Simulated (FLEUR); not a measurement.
# Magnetic state of MnF2 from several starts, part 2 of 2

Aim: find out whether MnF2 carries moments, and which collinear order costs least.

FLEUR MaX-R8.1; PBEsol; all-electron FLAPW, Dirac cores, scalar-relativistic bands.

So far. Step 2 (Start 1: ferro ++): After 18 cycles the largest moment stands at 4.66 μB.

### 3. Run 2 (antiferro +-)

An opposed order shows whether neighbours prefer unlike signs.

The input, inp.xml:

```
<?xml version="1.0" encoding="UTF-8" standalone="no"?>
<fleurInput fleurInputVersion="0.39">
   <comment>
      MnF2
   </comment>
   <calculationSetup>
      <cutoffs Kmax="4.29" Gmax="12.9" GmaxXC="12.9" numbands="0"/>
      <scfLoop itmax="130" minDistance="0.00002" maxIterBroyd="15" imix="Anderson" alpha="0.05" precondParam="0.0" spinf="2.0" sdNocoIR="T"/>
      <coreElectrons ctail="T" frcor="F" kcrel="0" coretail_lmax="0"/>
      <xcFunctional name="PBEs" relativisticCorrections="F"/>
      <magnetism jspins="2"/>
      <soc l_soc="F" theta="0.0" phi="0.0" spav="F"/>
      <expertModes spex="0" secvar="F"/>
      <geometryOptimization l_f="F" forcealpha="1.0" forcemix="BFGS" epsdisp="0.00001" epsforce="0.00001"/>
      <ldaU l_linMix="F" mixParam="0.05" spinf="1.0"/>
   </calculationSetup>
   <cell>
      <bzIntegration valenceElectrons="58.0" mode="hist" fermiSmearingEnergy="0.00183747">
         <kPointListSelection listName="default-1"/>
         <xi:include xmlns:xi="http://www.w3.org/2001/XInclude" href="kpts.xml"> </xi:include>
      </bzIntegration>
      <xi:include xmlns:xi="http://www.w3.org/2001/XInclude" href="sym.xml"> </xi:include>
      <bulkLattice scale="1.0">
         <bravaisMatrix>
            <row-1>    9.2101471860754796     0.0000000000000000     0.0000000000000000</row-1>
            <row-2>    0.0000000000000000     9.2101471860754796     0.0000000000000000</row-2>
            <row-3>    0.0000000000000000     0.0000000000000000     6.2563162807132198</row-3>
         </bravaisMatrix>
      </bulkLattice>
   </cell>
   <atomSpecies>
      <species name="Manganese 4.501" element="Mn" atomicNumber="25">
         <mtSphere radius="2.48" gridPoints="819" logIncrement="0.015"/>
         <atomicCutoffs lmax="10" lnonsphr="8"/>
         <electronConfig flipSpins="F">
            <coreConfig>(1s1/2) (2s1/2) (2p1/2) (2p3/2)</coreConfig>
            <valenceConfig>(3s1/2) (3p1/2) (3p3/2) (4s1/2) (3d3/2) (3d5/2)</valenceConfig>
            <stateOccupation state="(3d3/2)" spinUp="1.7505" spinDown="0.2495"/>
            <stateOccupation state="(3d5/2)" spinUp="3.0" spinDown="0.0"/>
         </electronConfig>
         <energyParameters s="4" p="4" d="3" f="4"/>
         <lo type="SCLO" l="0" n="3" eDeriv="0"/>
         <lo type="SCLO" l="1" n="3" eDeriv="0"/>
      </species>
      <species name="Manganese -4.501" element="Mn" atomicNumber="25">
         <mtSphere radius="2.48" gridPoints="819" logIncrement="0.015"/>
         <atomicCutoffs lmax="10" lnonsphr="8"/>
         <electronConfig flipSpins="F">
            <coreConfig>(1s1/2) (2s1/2) (2p1/2) (2p3/2)</coreConfig>
            <valenceConfig>(3s1/2) (3p1/2) (3p3/2) (4s1/2) (3d3/2) (3d5/2)</valenceConfig>
            <stateOccupation state="(3d3/2)" spinUp="0.2495" spinDown="1.7505"/>
            <stateOccupation state="(3d5/2)" spinUp="0.0" spinDown="3.0"/>
         </electronConfig>
         <energyParameters s="4" p="4" d="3" f="4"/>
         <lo type="SCLO" l="0" n="3" eDeriv="0"/>
         <lo type="SCLO" l="1" n="3" eDeriv="0"/>
      </species>
      <species name="Fluorine (F)" element="F" atomicNumber="9">
         <mtSphere radius="1.4" gridPoints="463" logIncrement="0.023"/>
         <atomicCutoffs lmax="6" lnonsphr="4"/>
         <electronConfig flipSpins="F">
            <coreConfig>(1s1/2)</coreConfig>
            <valenceConfig>(2s1/2) (2p1/2) (2p3/2)</valenceConfig>
            <stateOccupation state="(2p1/2)" spinUp="0.833333" spinDown="0.833333"/>
            <stateOccupation state="(2p3/2)" spinUp="1.666667" spinDown="1.666667"/>
         </electronConfig>
         <energyParameters s="2" p="2" d="3" f="4"/>
      </species>
   </atomSpecies>
   <atomGroups>
      <atomGroup species="Manganese 4.501">
         <relPos label="                   1">.0000000000 .0000000000 .0000000000</relPos>
         <force calculate="T" relaxXYZ="TTT"/>
      </atomGroup>
      <atomGroup species="Manganese -4.501">
         <relPos label="                   2">1.000/2.000 1.000/2.000 1.000/2.000</relPos>
         <force calculate="T" relaxXYZ="TTT"/>
      </atomGroup>
      <atomGroup species="Fluorine (F)">
         <relPos label="                   3">.3053000000 .3053000000 .0000000000</relPos>
         <relPos label="                   5">-.3053000000 -.3053000000 .0000000000</relPos>
         <force calculate="T" relaxXYZ="TTT"/>
      </atomGroup>
      <atomGroup species="Fluorine (F)">
         <relPos label="                   4">.1947000000 -.1947000000 1.000/2.000</relPos>
         <relPos label="                   6">-.1947000000 .1947000000 1.000/2.000</relPos>
         <force calculate="T" relaxXYZ="TTT"/>
      </atomGroup>
   </atomGroups>
   <output dos="F" band="F" slice="F">
      <bandDOS minEnergy="-.5*Htr" maxEnergy="0.5*Htr" sigma="0.015" storeEVData="T"/>
      <plotting iplot="0" polar="F">
         <plot TwoD="T" vec1="  1.0  0.0  0.0" vec2="  0.0  1.0  0.0" vec3="  0.0  0.0  1.0" zero="  0.0  0.0  0.0" file="plot"/>
      </plotting>
      <moessbauerParams electricFieldGradient="F" isomerShift="F" coreHyperfine="F" valenceHyperfine="F"/>
   </output>
</fleurInput>
```

The input, crystal.txt:

```
MnF2
&input film=F cartesian=F /
4.87380000000  0.00000000000  0.00000000000
0.00000000000  4.87380000000  0.00000000000
0.00000000000  0.00000000000  3.31070000000
1.8897261246
1.0 1.0 1.0

6
25 0.00000000000  0.00000000000  0.00000000000 : 4.501
25 0.50000000000  0.50000000000  0.50000000000 : -4.501
9 0.30530000000  0.30530000000  0.00000000000
9 0.19470000000  0.80530000000  0.50000000000
9 0.69470000000  0.69470000000  0.00000000000
9 0.80530000000  0.19470000000  0.50000000000

&kpt div1=6 div2=6 div3=6 gamma=T /
```

Command:

```
> OMP_NUM_THREADS=1 inpgen -f crystal.txt > inpgen.log  # inp.xml is then edited as shown
> OMP_NUM_THREADS=1 mpirun -n 4 fleur_MPI > fleur.log
```

Log:

```text
[banner, memory and clock lines left out]
Welcome to FLEUR        (www.flapw.de)
      MaX-Release 8.1          (www.max-centre.eu)

 ========== k-point set info ==========
 Selected k-point list: default-1
 k-point list type: mesh
 6 x 6 x 6
 Number of k points: 52

 ------------Calculation Setup---------------------------
 Number of PE/node        :            4
 Number of OMP-threads    :            1
 k-points in parallel     :            4
 pe's per k-point         :            1
 No of k-point loops      :           13
 Eigenvalue solver        :       lapack
 Number of basis functions:          761
 Approximate size of matrices (H+S) per k-point:         0.009 GB
 Iteration:     1   Distance:      13.26842969 me/bohr^3
 Iteration:     2   Distance:      11.72519357 me/bohr^3
 Iteration:     3   Distance:       6.79510693 me/bohr^3
 Iteration:     4   Distance:       3.92268758 me/bohr^3
 Iteration:     5   Distance:       2.35293969 me/bohr^3
 Iteration:     6   Distance:       0.58408706 me/bohr^3
 Iteration:     7   Distance:       0.35876150 me/bohr^3
 Iteration:     8   Distance:       0.08773027 me/bohr^3
 Iteration:     9   Distance:       0.03618750 me/bohr^3
 Iteration:    10   Distance:       0.00942017 me/bohr^3
 Iteration:    11   Distance:       0.01043809 me/bohr^3
 Iteration:    12   Distance:       0.00225198 me/bohr^3
 Iteration:    13   Distance:       0.00129925 me/bohr^3
 Iteration:    14   Distance:       0.00119339 me/bohr^3
 Iteration:    15   Distance:       0.00027262 me/bohr^3
 Iteration:    16   Distance:       0.00023352 me/bohr^3
 Iteration:    17   Distance:       0.00011756 me/bohr^3
 Iteration:    18   Distance:       0.00002974 me/bohr^3
 Iteration:    19   Distance:       0.00001595 me/bohr^3

 ********************************************************************
 Run finished successfully
 Stop message:
   all done
 ********************************************************************

--- out.xml (last complete iteration) ---
<iteration numberForCurrentRun="   19" overallNumber="   19">
         [... left out ...]
         <bandgap value="2.1034770350" units="eV"/>
         <sumValenceSingleParticleEnergies value="-36.4085038178" units="Htr"/>
         <FermiEnergy value="0.1364152388" units="Htr"/>
         <valenceDensity>
            <mtCharges spin="1">
               <mtCharge atomType="1" total="9.1612429" s="1.1176792" p="3.1433399" d="4.8376963" f="0.0407221"/>
               <mtCharge atomType="2" total="4.5624745" s="1.0964361" p="3.1260419" d="0.2771846" f="0.0406159"/>
               <mtCharge atomType="3" total="2.8045260" s="0.8046890" p="1.9983896" d="0.0012494" f="0.0001610"/>
               <mtCharge atomType="4" total="2.8312023" s="0.8072337" p="2.0218208" d="0.0018552" f="0.0002421"/>
            </mtCharges>
            <mtCharges spin="2">
               <mtCharge atomType="1" total="4.5624592" s="1.0964287" p="3.1260345" d="0.2771823" f="0.0406167"/>
               <mtCharge atomType="2" total="9.1612387" s="1.1176752" p="3.1433362" d="4.8377000" f="0.0407217"/>
               <mtCharge atomType="3" total="2.8312241" s="0.8072348" p="2.0218416" d="0.0018552" f="0.0002421"/>
               <mtCharge atomType="4" total="2.8045578" s="0.8046905" p="1.9984200" d="0.0012493" f="0.0001610"/>
            </mtCharges>
            <spinDependentCharge spin="1" total="29.0000000" interstitial="4.0048260" mtSpheres="24.9951740"/>
            <spinDependentCharge spin="2" total="29.0000000" interstitial="4.0047383" mtSpheres="24.9952617"/>
            <totalCharge value="58.0000000000"/>
         </valenceDensity>
         [... left out ...]
         <magneticMomentsInMTSpheres units="muBohr">
            <globalMagMoment atomType="1" vec="0.00000   0.00000   4.59878"/>
            <localMagMoment atomType="1" vec="0.00000   0.00000   4.59878"/>
            <globalMagMoment atomType="2" vec="0.00000   0.00000  -4.59876"/>
            <localMagMoment atomType="2" vec="0.00000   0.00000  -4.59876"/>
            <globalMagMoment atomType="3" vec="0.00000   0.00000  -0.02670"/>
            <localMagMoment atomType="3" vec="0.00000   0.00000  -0.02670"/>
            <globalMagMoment atomType="4" vec="0.00000   0.00000   0.02664"/>
            <localMagMoment atomType="4" vec="0.00000   0.00000   0.02664"/>
         </magneticMomentsInMTSpheres>
         [... left out ...]
         <totalEnergy value="    -2713.5873032872" units="Htr">
            <sumOfEigenvalues value="    -1549.7430298872">
               <coreElectrons value="-1513.3345260694"/>
               <valenceElectrons value="-36.4085038178"/>
            </sumOfEigenvalues>
            <densityCoulombPotentialIntegral value="-4104.2402631198"/>
            <densityEffectivePotentialIntegral value="-4291.0003986913"/>
            <chargeDenXCDenIntegral value="-142.8831856574"/>
            <FockExchangeEnergyValence value="0.0000000000"/>
            <FockExchangeEnergyCore value="0.0000000000"/>
         [... left out ...]
            <tkbTimesEntropy value="0.0000000000"/>
            <freeEnergy value="-2713.5873032872"/>
            <extrapolationTo0K value="-2713.5873032872"/>
         </totalEnergy>
         <densityConvergence units="me/bohr^3">
            <chargeDensity spin="1" distance="0.0000111729"/>
            <chargeDensity spin="2" distance="0.0000093351"/>
            <overallChargeDensity distance="0.0000130185"/>
            <spinDensity distance="0.0000159523"/>
         </densityConvergence>
      </iteration>
```

Run time: 95 s. Hardware: 4 MPI ranks of Intel Xeon Platinum 8488C (Sapphire Rapids), shared host; peak memory 0.45 GiB; 6.3 min of CPU time.

Spin moment in the muffin-tin sphere by atom:

```
atom  spin moment in the muffin-tin sphere (μB)
 Mn1                                       4.60
 Mn2                                      -4.60
  F3                                      -0.03
  F4                                       0.03
  F5                                      -0.03
  F6                                       0.03
```

Read from the output:

```
free energy                                                       : -73840.4722 eV
program's band gap on this mesh (in a metal only a level spacing) : 2.103 eV
magnetization                                                     : 0 μB
final state                                                       : antiferromagnetic
```

It lies 59.2 meV a seeded atom under the first start, and its largest moment is 4.60 μB against 4.66 μB.

### 4. Order 3, typed as no spin polarisation

A spinless run gives the zero against which the gain from the moments is read.

inp.xml: that of step 3 with these lines changed.

```diff
@@ -10,3 +10,3 @@
       <xcFunctional name="PBEs" relativisticCorrections="F"/>
-      <magnetism jspins="2"/>
+      <magnetism jspins="1"/>
       <soc l_soc="F" theta="0.0" phi="0.0" spav="F"/>
@@ -31,3 +31,3 @@
    <atomSpecies>
-      <species name="Manganese 4.501" element="Mn" atomicNumber="25">
+      <species name="Manganese (Mn)" element="Mn" atomicNumber="25">
          <mtSphere radius="2.48" gridPoints="819" logIncrement="0.015"/>
@@ -37,17 +37,4 @@
             <valenceConfig>(3s1/2) (3p1/2) (3p3/2) (4s1/2) (3d3/2) (3d5/2)</valenceConfig>
-            <stateOccupation state="(3d3/2)" spinUp="1.7505" spinDown="0.2495"/>
-            <stateOccupation state="(3d5/2)" spinUp="3.0" spinDown="0.0"/>
-         </electronConfig>
-         <energyParameters s="4" p="4" d="3" f="4"/>
-         <lo type="SCLO" l="0" n="3" eDeriv="0"/>
-         <lo type="SCLO" l="1" n="3" eDeriv="0"/>
-      </species>
-      <species name="Manganese -4.501" element="Mn" atomicNumber="25">
-         <mtSphere radius="2.48" gridPoints="819" logIncrement="0.015"/>
-         <atomicCutoffs lmax="10" lnonsphr="8"/>
-         <electronConfig flipSpins="F">
-            <coreConfig>(1s1/2) (2s1/2) (2p1/2) (2p3/2)</coreConfig>
-            <valenceConfig>(3s1/2) (3p1/2) (3p3/2) (4s1/2) (3d3/2) (3d5/2)</valenceConfig>
-            <stateOccupation state="(3d3/2)" spinUp="0.2495" spinDown="1.7505"/>
-            <stateOccupation state="(3d5/2)" spinUp="0.0" spinDown="3.0"/>
+            <stateOccupation state="(3d3/2)" spinUp="1.000000" spinDown="1.000000"/>
+            <stateOccupation state="(3d5/2)" spinUp="1.500000" spinDown="1.500000"/>
          </electronConfig>
@@ -70,7 +57,4 @@
    <atomGroups>
-      <atomGroup species="Manganese 4.501">
+      <atomGroup species="Manganese (Mn)">
          <relPos label="                   1">.0000000000 .0000000000 .0000000000</relPos>
-         <force calculate="T" relaxXYZ="TTT"/>
-      </atomGroup>
-      <atomGroup species="Manganese -4.501">
          <relPos label="                   2">1.000/2.000 1.000/2.000 1.000/2.000</relPos>
@@ -80,7 +64,4 @@
          <relPos label="                   3">.3053000000 .3053000000 .0000000000</relPos>
+         <relPos label="                   4">.1947000000 -.1947000000 1.000/2.000</relPos>
          <relPos label="                   5">-.3053000000 -.3053000000 .0000000000</relPos>
-         <force calculate="T" relaxXYZ="TTT"/>
-      </atomGroup>
-      <atomGroup species="Fluorine (F)">
-         <relPos label="                   4">.1947000000 -.1947000000 1.000/2.000</relPos>
          <relPos label="                   6">-.1947000000 .1947000000 1.000/2.000</relPos>
```

crystal.txt: that of step 3 with these lines changed.

```diff
@@ -9,4 +9,4 @@
 6
-25 0.00000000000  0.00000000000  0.00000000000 : 4.501
-25 0.50000000000  0.50000000000  0.50000000000 : -4.501
+25 0.00000000000  0.00000000000  0.00000000000
+25 0.50000000000  0.50000000000  0.50000000000
 9 0.30530000000  0.30530000000  0.00000000000
```

Log:

```text
[banner, memory and clock lines left out]
Welcome to FLEUR        (www.flapw.de)
      MaX-Release 8.1          (www.max-centre.eu)

 ========== k-point set info ==========
 Selected k-point list: default-1
 k-point list type: mesh
 6 x 6 x 6
 Number of k points: 40

 [... set-up left out ...]
 Iteration:     1   Distance:      32.37283523 me/bohr^3
 Iteration:     2   Distance:      30.32361388 me/bohr^3
 Iteration:     3   Distance:      14.81011839 me/bohr^3
 Iteration:     4   Distance:       6.77098368 me/bohr^3
 Iteration:     5   Distance:       4.35336067 me/bohr^3
[...]
<FermiEnergy value="0.1533368710" units="Htr"/>
         [... left out ...]
         <totalEnergy value="    -2713.3593995744" units="Htr">
            <sumOfEigenvalues value="    -1551.1072763850">
               <coreElectrons value="-1514.2807053555"/>
               <valenceElectrons value="-36.8265710295"/>
            </sumOfEigenvalues>
         [... left out ...]
            <freeEnergy value="-2713.3646906643"/>
            <extrapolationTo0K value="-2713.3620451194"/>
         </totalEnergy>
         <densityConvergence units="me/bohr^3">
            <chargeDensity spin="1" distance="0.0000185883"/>
         </densityConvergence>
      </iteration>
```

Wall time 41 s (4 MPI ranks); peak memory 0.32 GiB.

Numbers from this step:

```
free energy                                                       : -73834.4146 eV
program's band gap on this mesh (in a metal only a level spacing) : 0 eV
final state                                                       : non-magnetic (no spin polarisation)
```

It lies 2970 meV a seeded atom over the first start.

### 5. The states side by side

Free energies are divided by the number of seeded atoms.

Orders:

```
               start        final state  typed order kept  energy over the lowest (meV a seeded atom)  largest sphere moment (μB)  net moment (μB a primitive cell)  mesh matched  CPU time (s)
            ferro ++      ferromagnetic               yes                                       59.16                       4.658                                10           yes         264.4
        antiferro +-  antiferromagnetic               yes                                           0                       4.599                                 0           yes         380.6
no spin polarisation       non-magnetic                 -                                        3029                           0                                 0           yes         164.5
```

### 6. Summary of results

```yaml
lowest_state_found: antiferromagnetic (typed antiferro +-)
largest_site_spin_moment: 4.60 μB
next_finished_state: ferromagnetic, 59.2 meV a seeded atom higher
energy_gained_by_spin_polarisation: 3029 meV a seeded atom
```

**Reading.** The lowest state found is antiferromagnetic, reached from the start antiferro +-, with moments up to 4.60 μB. The next finished state costs 59 meV a seeded atom. Forming the largest moments gains far more than ordering them, so they should outlast the ordering temperature. This is the lowest of 3 finished starts, no proof of the ground state.

[Logs and program files are shortened in this print: banners, set-up blocks, solver, clock and traceback lines can be left out without a mark of their own.]

[Logs are printed without paths, hosts, clocks, repeated set-up lines and the standing remarks that a program may print on its own settings, such as how far it seeks lower states.]

[Hosts, paths, dates, database ids (printed as entryN), source tags and the programs' standing remarks are cut or masked in the printed files.]

[Where a cell is said to come from a database of computed structures, the database is the Materials Project.]
